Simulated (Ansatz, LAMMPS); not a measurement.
# Relaxing amorphous polystyrene (as short chains C42H46), from a frame at 300 K (176 atoms), part 3 of 3

Aim: bring amorphous polystyrene (as short chains C42H46), from a frame at 300 K (176 atoms) to a nearby minimum of the energy and see what moves.

Ansatz 0.2.0; Kohn-Sham DFT, revPBE+D3(BJ), PAW (set soft_2), plane waves.

The cell: 84 C and 92 H. The network of contacts between molecules at the start is that of the classical potential that made the cell. Sampling is at Γ alone, for a cell whose shortest periodic width is 12 Å.

So far. Step 4 (Cell and atoms relaxed): The relaxation changed the energy by -41.1 meV/atom, and atoms moved by 0.65 Å r.m.s., 1.6 Å at most.

## (6) Single point at the relaxed geometry

The electronic structure is read at the final geometry, in a run of its own.

File input.yaml:

```yaml
crystal:
  lattice:
    - [12.05761, 0.14712, -0.10081]
    - [0.14712, 11.59253, -0.75723]
    - [-0.10081, -0.75723, 11.93441]
  atoms:
    - { symbol: C, position: [0.81549, 0.44268, 0.325] }
    - { symbol: C, position: [0.91248, 0.51455, 0.29469] }
    - { symbol: C, position: [0.02353, 0.44537, 0.27802] }
    - { symbol: C, position: [0.05547, 0.38877, 0.38216] }
    - { symbol: C, position: [0.05301, 0.26784, 0.38052] }
    - { symbol: C, position: [0.07745, 0.21612, 0.47782] }
    - { symbol: C, position: [0.10603, 0.2846, 0.57825] }
    - { symbol: C, position: [0.11024, 0.40504, 0.58086] }
    - { symbol: C, position: [0.08462, 0.45651, 0.48399] }
    - { symbol: C, position: [0.11443, 0.52499, 0.24551] }
    - { symbol: C, position: [0.22536, 0.4631, 0.2115] }
    - { symbol: C, position: [0.21762, 0.37943, 0.10299] }
    - { symbol: C, position: [0.16401, 0.41191, 0.00615] }
    - { symbol: C, position: [0.16712, 0.33905, 0.90369] }
    - { symbol: C, position: [0.22446, 0.23206, 0.89605] }
    - { symbol: C, position: [0.27721, 0.19791, 0.99201] }
    - { symbol: C, position: [0.27315, 0.27094, 0.09448] }
    - { symbol: C, position: [0.31595, 0.55322, 0.19813] }
    - { symbol: C, position: [0.39633, 0.58058, 0.29952] }
    - { symbol: C, position: [0.48161, 0.66564, 0.26953] }
    - { symbol: C, position: [0.58037, 0.62503, 0.21641] }
    - { symbol: C, position: [0.6583, 0.70174, 0.18532] }
    - { symbol: C, position: [0.63879, 0.82143, 0.20735] }
    - { symbol: C, position: [0.54041, 0.8635, 0.25969] }
    - { symbol: C, position: [0.46284, 0.78635, 0.29019] }
    - { symbol: C, position: [0.33749, 0.62278, 0.41092] }
    - { symbol: C, position: [0.41885, 0.65606, 0.51034] }
    - { symbol: C, position: [0.3623, 0.73159, 0.60648] }
    - { symbol: C, position: [0.28666, 0.68739, 0.67684] }
    - { symbol: C, position: [0.2411, 0.75795, 0.76864] }
    - { symbol: C, position: [0.26992, 0.87453, 0.79137] }
    - { symbol: C, position: [0.34187, 0.92082, 0.71957] }
    [... 138 atom lines left out ...]
    - { symbol: H, position: [0.21337, 0.92232, 0.3451] }
    - { symbol: H, position: [0.29229, 0.84412, 0.15773] }
    - { symbol: H, position: [0.17335, 0.82967, 0.98687] }
    - { symbol: H, position: [0.79176, 0.9551, 0.02239] }
    - { symbol: H, position: [0.79545, 0.85872, 0.89564] }
    - { symbol: H, position: [0.8277, 0.80603, 0.0244] }
kpoints:
  mp_grid: { grid: [1, 1, 1] }
hamiltonian:
  xc: revpbe
  dispersion: d3bj
scf:
  occupations: { method: fermi_dirac, width: 0.05 }
output:
  forces: true
  stress: true
  populations: true
  dos:
    method: { smearing: { sigma: 0.15 } }
    de: 0.1
    projected: { site_lists: { C: [C], H: [H] } }
  eigenvalues: true
  write_density: true
  write_potential: true
  volumetric_format: npy
```

The run is started by

```console
$ ansatz run input.yaml --threads 4 --pin off --max-ram 8192MiB --backend cpu --events-out ev --progress --plain --runs-dir out
```

Numbers of over 12 decimals in the logs are rounded to 6 here.

The log of the run:

```text
[...]
Crystal: 176 atoms, lattice volume = 1660.903 Å³
Basis set: ecut = 420 eV, 32443 PW (Γ), exchange–correlation on 162×160×160 points (8 copies of the dense FFT grid, shifted against one another)
Bands: 390, of which v1, the nominal top of the filled ones, is band 214 counted from 1 (213 counted from 0)
Symmetry: 1 space group operations
[...]
k-points: 1
[...]
SCF iter   1: F=—  HF=-22661.686293 eV  |F-HF|=—  |Δ(HF+E_count)|=         —  Δρ=4.70e-3  dr2=3.30e-1  ethr=1.77e-3  ⟨swp⟩=6.0  Hψ=1793  notcnv=0  defer=66
[...]
SCF iter   9: F=-22661.751087 eV  HF=-22661.751087 eV  |F-HF|=1.21e-8  |Δ(HF+E_count)|=   3.82e-7  Δρ=1.33e-6  dr2=4.69e-8  ethr=2.34e-11  ⟨swp⟩=22.0  Hψ=3215  notcnv=0
SCF 1 converged in 9 iterations: F = -22661.751087 eV  dr2 = 4.69e-8
[...]
WARN: The input density's exchange-correlation potential varies sharply where the density is thin. Do not read a vacuum level from v_tot or v_xc, or from such a field of the output density. On a cell that repeats whose density bears no net charge and no dipole along the vacuum's axis use v_es (v_loc + v_h of the components); [...]
SCF converged after 9 iterations
Free energy (F): -22661.751087 eV
[...]
Internal energy: -22661.751087 eV  (E = F + TS)
E sigma→0 (E₀):  -22661.751087 eV
Fermi energy:    2.314591 eV
[...]
--- Forces (eV/Å), atoms counted from 1 ---
  atom   1  C     -0.00003714    -0.00033884     0.00481906
  atom   2  C      0.00380273     0.00094403     0.00158883
  atom   3  C      0.00120180    -0.00261113     0.00252029
  atom   4  C     -0.00543207    -0.00106976    -0.00485497
  atom   5  C      0.00325259    -0.00119514     0.00131175
  atom   6  C      0.00285324     0.00058372    -0.00386340
  atom   7  C      0.01033131     0.00343606    -0.00526072
  atom   8  C      0.00669044     0.00179292    -0.00303576
  atom   9  C     -0.00118879     0.00446580     0.00532088
  atom  10  C      0.00117223    -0.00141889    -0.00578274
  atom  11  C      0.00105827    -0.00125588     0.00946459
  atom  12  C      0.00525823    -0.00996416    -0.00455100
  atom  13  C      0.00801067     0.00627881    -0.00142523
  atom  14  C      0.00044303    -0.02123802    -0.00093818
[...]
atom 175  H      0.00050427    -0.00002377     0.00098293
  atom 176  H     -0.00027595     0.00084026    -0.00326248
  max |Σ_I F_I| component: 3.80e-5 eV/Å
--- Stress (GPa, compression-positive) ---
       -0.021989       0.018575      -0.002253
        0.018574       0.030884      -0.011961
       -0.002253      -0.011962       0.031788
  P = ⅓ Tr σ = 0.0136 GPa (0.136 kbar)
--- Band table (eV) ---
[...]
--- Löwdin populations: 176 sites ---
  site symbol       q [e]
     0      C      4.4450
     1      C      4.2423
     2      C      4.1001
[...]
175      H      0.8196
  spilling = 0.011563 (of n_electrons = 428.000000)
```

It took 53 s on 4 threads of Intel Xeon Platinum 8175M at 2.50GHz (Skylake/Cascade Lake), shared host; peak memory 2.1 GiB.

The program notes that the exchange-correlation potential is rough where the density is thin.

The run gave:

* free energy: -22661.7511 eV
* free energy per atom: -128.7599 eV/atom
* SCF cycles: 9
* pressure: 0.01356 GPa
* r.m.s. force component: 0.0043 eV/Å
* longest force: 0.02126 eV/Å
* Fermi energy: 2.315 eV
* gap (highest filled to lowest empty level): 3.957 eV
* spilling of the projection: 0.01156

Löwdin charges by element and coordination (they lack the spilled electrons, 0.028 e an atom on average):

```tsv
element	coordination	atoms	mean charge (e)	spread	least	most
C	all	84	-0.134	0.102	-0.445	0.0533
C	3	60	-0.0996	0.0661	-0.149	0.0533
C	4	24	-0.220	0.124	-0.445	-0.087
H	all	92	0.176	0.0103	0.150	0.198
```

States in the cell by windows of 1 eV, zero at the Fermi level; the larger projections on atomic orbitals stand beside the total:

```tsv
from (eV)	to (eV)	total	C p	H s	C s
-14	-13	5.9	1.7	1.2	2.9
-13	-12	7.0	2.6	1.4	2.9
-12	-11	35.1	17.4	5.8	11.3
-11	-10	18.6	9.7	3.9	4.6
-10	-9	16.7	10.9	4.2	1.3
-9	-8	18.1	12.5	3.9	1.4
-8	-7	50.7	36.4	10.3	3.4
-7	-6	43.1	32.6	9.3	0.7
-6	-5	50.2	39.2	10.0	0.6
-5	-4	52.4	38.3	13.5	0.4
-4	-3	14.1	11.6	2.4	0.1
-3	-2	35.0	34.4	0.3	0.2
-2	-1	1.0	1.0	0.0	0.0
-1	1	0.0	0.0	0.0	0.0
1	2	4.9	4.5	0.1	0.1
2	3	35.7	32.3	0.9	0.5
3	4	12.1	1.9	5.2	1.7
4	5	25.4	4.2	9.2	3.4
```

Between -19 and -14 eV lie 80 more states.

The levels nearest the highest filled one (over half full), pooled over k-points and spins:

```tsv
level less the highest filled one (eV)	occupation
-0.542	2
-0.448	2
-0.401	2
-0.367	2
-0.334	2
0	2
3.96	0
3.99	0
4.03	0
4.04	0
4.06	0
4.12	0
```

Electrostatic potential energy in the ac plane at fractional y = 0.229, with atoms of C and H within 0.2 Å of it. With pseudopotentials it is smooth inside the atoms' cores, unlike the true potential.

Values in eV, 13 rows by 16 columns, each cell a mean:
```
  6   6   3 -17 -25  -1   6   6  -4 -36  -8   5  -3  -5   5   6
  3   5  -1 -38 -17   5   6   5  -2 -26  -7   4 -12 -26   1   3
 -3   5   4   1   3   5   1  -4  -8 -31 -21 -26 -21 -31  -6  -3
  5   4   3   5   5   5   1 -22 -39  -4  -2 -30  -7   3   2   4
  5  -5 -11   5   5   3   2 -11 -27   0   4 -10  -1   5   5   5
  3 -10  -3   5   5 -12 -40 -19 -30  -5   2   4   5   6   6   6
-13 -42  -4   6   5  -6 -23   0   3  -1 -30 -15   4   6   6   5
-13 -21   3   5 -12 -27 -40   0   5   3 -16  -8   2   4   6   5
-19 -10   5   5   2   2   2   5   5   5   5   5   2   2   5   4
 -4   3   6   6   5   5   5   6   5   4   6   6   5   5   5   4
  5   6   6   5  -2 -11   5   5  -1  -6   4   6   6   5   5   5
  6   6   6   0 -21  -3   6   6  -2 -10   3   6   6   6   6   6
  6   6   6  -2 -29  -4   6   6   3   0   4   6   6   5   5   6
```
Columns run along a (12.1 Å; values clipped at the 3rd and 97th percentile), rows up along c (12.0 Å). Atoms in or near the plane, at fractional coordinates: C at (0.08, 0.48), C at (0.22, 0.90), H at (0.03, 0.30), H at (0.12, 0.65), H at (0.32, 0.17), C at (0.38, 0.43), C at (0.39, 0.55), C at (0.51, 0.60), C at (0.51, 0.73), C at (0.59, 0.92), C at (0.82, 0.83), H at (0.29, 0.40), H at (0.73, 0.68), H at (0.81, 0.92).

Valence density in the ac plane at fractional y = 0.229, with atoms of C and H within 0.2 Å of it. It is the smooth field of the valence electrons, not physical close to the nuclei.

Ten even steps from '0' (0.0 e/Å³) to '9' (1.9 e/Å³), each cell a mean:
```
0000001478520000012564200001000000
0000014797310000014896200026410000
0000026985100000002686200138731000
2000013663000000002476311258963212
3100001111000012223678766678875334
1000000000000147778766688853322221
0000000000000025897421248731001110
0001310000000002576200027720000000
0014630000011113687310001100000000
0124420000146656898521000000000000
0246520000148986555432210000000000
1489620000026863111234542100000000
2698510000136852000126985200000000
2697310002579972000014664210000000
3675200003766652000001111111100001
4863100000111110000000000011100001
4741000000000000000000000000000001
1110000000000000000000000000000000
0000000000000000001110000000000000
0000000002431000013542000000000000
0000000124641000026973100000000000
0000000246521000013542000000000000
0000000269731000001111000000000000
0000000269731000001221000000000000
```
Columns run along a (12.1 Å), rows up along c (12.0 Å). Atoms in or near the plane, at fractional coordinates: C at (0.08, 0.48), C at (0.22, 0.90), H at (0.03, 0.30), H at (0.12, 0.65), H at (0.32, 0.17), C at (0.38, 0.43), C at (0.39, 0.55), C at (0.51, 0.60), C at (0.51, 0.73), C at (0.59, 0.92), C at (0.82, 0.83), H at (0.29, 0.40), H at (0.73, 0.68), H at (0.81, 0.92).

Mean Löwdin charges: C -0.13, H +0.18 e (they miss 1.2 % of the electrons, so they add up to more than the cell's charge). The largest share in the top eV of filled states is C p (99 % of the projected weight), and in the lowest eV of empty states C p (96 % of the projected weight).

The surroundings of C15, picked at random, nearest first, numbered as they follow in the input and with coordinates relative to it.

```tsv
atom	x	y	z	distance (Å)	bonds	Löwdin charge (e)
C15	0.00	0.00	0.00	0.00	3	-0.14
H59	0.04	-0.59	-0.91	1.09	1	0.17
C16	0.62	-0.46	1.17	1.40	3	-0.12
C14	-0.68	1.23	0.02	1.40	3	-0.12
H60	1.16	-1.41	1.17	2.17	1	0.20
H58	-1.19	1.59	-0.87	2.17	1	0.19
C17	0.57	0.31	2.33	2.42	3	-0.13
C13	-0.71	1.99	1.18	2.43	3	-0.14
C12	-0.08	1.55	2.36	2.82	3	0.05
H159	-2.73	-0.33	-0.90	2.90	1	0.17
H143	2.51	0.39	-1.59	2.99	1	0.17
H166	-1.98	-2.26	0.34	3.03	1	0.17
H51	-1.18	0.31	-2.89	3.14	1	0.18
```

The column of bonds counts only the pairs H-C within 1.34 Å, C-C within 1.85 Å; other neighbours, such as metal atoms beside each other in a compound, aren't counted, and periodic images can show an atom twice.

## (7) A run with a doubtful setting

A doubtful change is made on purpose, to see how the program answers.

This step: Kohn-Sham DFT, revPBE+D3(BJ), PAW (set soft_2), localised support functions (low), truncated density matrix (Ansatz 0.2.0).

File input.yaml:

```yaml
crystal:
  lattice:
    - [12.27948, 0.0, 0.0]
    - [0.0, 12.27948, 0.0]
    - [0.0, 0.0, 12.27948]
  atoms:
    [... the 176 atom lines of step 3 ...]
kpoints:
  mp_grid: { grid: [1, 1, 1] }
hamiltonian:
  xc: revpbe
  dispersion: d3bj
scf:
  occupations: { method: fermi_dirac, width: 0.05 }
  eigensolver:
    kind:
      support_functions: { accuracy: low, density_matrix: { truncated: {} } }
  max_iter: 60
output:
  forces: true
  eigenvalues: true
  populations: true
```

The log of the run:

```text
Error: 2 input errors — fix all and re-run
  1. scf.eigensolver.kind.support_functions.density_matrix.truncated with output.eigenvalues: true / output.band_residual_tolerance — output.eigenvalues: true solves for levels over bands that are not computed with a truncated density matrix; leave output.eigenvalues out, or use density_matrix: full
  2. scf.eigensolver.kind.support_functions.density_matrix.truncated with output.populations / output.dos.projected / output.hubbard — populations and occupation matrices are of bands that are not computed with a truncated density matrix; use density_matrix: full
```

Run time: 0.1 s. Hardware: 4 threads; peak memory 0.04 GiB.

The input was rejected at the start.

The program's message: “Error: 2 input errors — fix all and re-run”

The fault in the input: levels asked of a truncated density matrix (support_functions.accuracy = "low" and support_functions.density_matrix.truncated = {}). The fix is to ask for no levels or populations, or keep the full density matrix.

## (8) With basis.ecutwfc = "250 eV"

Changed here: basis.ecutwfc = "250 eV".

This step: Kohn-Sham DFT, revPBE+D3(BJ), PAW (set soft_2), plane waves (Ansatz 0.2.0).

input.yaml, the sections that differ from step 7:

```yaml
scf:
  occupations: { method: fermi_dirac, width: 0.05 }
output:
  forces: true
  stress: true
  populations: true
  dos:
    method: { smearing: { sigma: 0.08 } }
    de: 0.1
    projected: { site_lists: { C: [C], H: [H] } }
  eigenvalues: true
basis:
  ecutwfc: "250 eV"
# crystal, kpoints, hamiltonian: as in step 7
```

The log of the run:

```text
Warning: basis.ecutwfc = 250 eV is below the records' recommended 420 eV, and the density's cutoff is lower with it unless basis.ecutrho_ratio is high enough to keep the records' density cutoff: compare with a run at a higher cutoff
[...]
Crystal: 176 atoms, lattice volume = 1851.569 Å³
Basis set: ecut = 250 eV, 16663 PW (Γ), exchange–correlation on 128×128×128 points (8 copies of the dense FFT grid, shifted against one another)
Bands: 390, of which v1, the nominal top of the filled ones, is band 214 counted from 1 (213 counted from 0)
Symmetry: 1 space group operations
[...]
k-points: 1
[...]
SCF iter   1: F=—  HF=-22605.516979 eV  |F-HF|=—  |Δ(HF+E_count)|=         —  Δρ=1.85e-2  dr2=2.02e0  ethr=1.77e-3  ⟨swp⟩=5.0  Hψ=1608  notcnv=0  defer=142
[...]
SCF iter   9: F=-22606.079427 eV  HF=-22606.079427 eV  |F-HF|=4.61e-9  |Δ(HF+E_count)|=   1.28e-7  Δρ=1.83e-6  dr2=8.71e-8  ethr=2.34e-11  ⟨swp⟩=16.0  Hψ=2863  notcnv=0
SCF 1 converged in 9 iterations: F = -22606.079427 eV  dr2 = 8.71e-8
[...]
SCF converged after 9 iterations
Free energy (F): -22606.079427 eV
[...]
Internal energy: -22606.079427 eV  (E = F + TS)
E sigma→0 (E₀):  -22606.079427 eV
Fermi energy:    1.688918 eV
[...]
--- Forces (eV/Å), atoms counted from 1 ---
  atom   1  C     -2.31562001     0.75349196     0.42146110
  atom   2  C      0.16580440     0.10516320     1.78064535
  atom   3  C      0.47340327    -1.43447040     1.17088378
  atom   4  C     -1.45503230     0.59418681    -2.29475604
  atom   5  C      0.43997323    -0.86621520    -0.56122849
  atom   6  C     -0.31883984    -0.33340611    -0.05480755
  atom   7  C      0.74628174    -1.08997397     1.52394227
  atom   8  C      0.31845448     1.73152892     1.11063842
  atom   9  C      1.07931237     0.07512635     0.99901344
  atom  10  C      0.44950244    -1.30121088    -1.77057555
  atom  11  C     -0.67724043     1.17762487    -0.67312016
  atom  12  C     -0.70780753    -2.50144587     1.01094105
  atom  13  C      1.73997508    -0.13626021     1.81041370
  atom  14  C     -0.88982799     0.06250421    -2.07823299
[...]
atom 175  H     -0.20735030    -0.08061878    -0.80176739
  atom 176  H     -0.02405159     0.14499693    -0.10272504
  max |Σ_I F_I| component: 3.35e-5 eV/Å
--- Stress (GPa, compression-positive) ---
        5.363305      -0.113393      -0.624799
       -0.113392       6.032409       0.773765
       -0.624799       0.773766       4.240111
  P = ⅓ Tr σ = 5.2119 GPa (52.119 kbar)
--- Band table (eV) ---
[...]
--- Löwdin populations: 176 sites ---
  site symbol       q [e]
     0      C      4.4445
     1      C      4.2371
     2      C      4.0873
[...]
175      H      0.8157
  spilling = 0.012164 (of n_electrons = 428.000000)
```

Elapsed: 31 s, on 4 threads; peak memory 1.3 GiB.

The program notes that the cutoff lies under the one recommended for these potentials.

Forces differ from those of the single point at the start by 205 meV/Å r.m.s., 22 % of their size; the energy by +275 meV/atom, the pressure by +3.0 GPa and the gap by +0.029 eV. It took 0.51 times the reference's time (shared host, so rough).

## (9) What came out

```json
{
 "energy change in the relaxation": "-41.09 meV/atom",
 "r.m.s. displacement": "0.645 Å",
 "largest displacement": "1.566 Å",
 "free energy per atom": "-128.7599 eV/atom",
 "pressure": "0.01356 GPa",
 "r.m.s. force component": "0.0043 eV/Å",
 "gap (highest filled to lowest empty level)": "3.957 eV",
 "wall time of the 4 DFT runs": "23 min"
}
```

In words: Relaxation lowers the energy by 41.1 meV/atom and moves atoms by 0.65 Å r.m.s.; the r.m.s. force component goes from 0.93 to 0.0043 eV/Å, the pressure goes from 2.2 to 0.014 GPa, and the gap from 3.92 to 3.96 eV. Displacements are taken in the final cell, so they leave out its strain. By the final cutoffs no bond was broken or made. The cell shrank by 10.3 % in volume. First to last step the energy falls by 7.231 eV, across changes of basis; the largest move, 1.57 Å, is that of H59. The C-C bonds change most in mean length: from 1.437 Å (spread 0.068) to 1.447 Å (spread 0.065). With the cutoffs above, 71 % of C atoms have 3 and all H atoms have 1 bonded neighbour. Between filled and empty levels lie 3.96 eV (at Γ alone); a semilocal functional tends to put such gaps too low. In a disordered cell it changes from sample to sample, and tail or defect levels can set it.

What to keep in mind: The network of contacts between molecules at the start is that of the classical potential that made the cell; in DFT atoms moved by 0.65 Å r.m.s.

[Logs are printed without paths, hosts, clocks, repeated set-up lines and the standing remarks that a program may print on its own settings, such as how far it seeks lower states.]

[Hosts, paths, dates, database ids (printed as entryN), source tags and the programs' standing remarks are cut or masked in the printed files.]
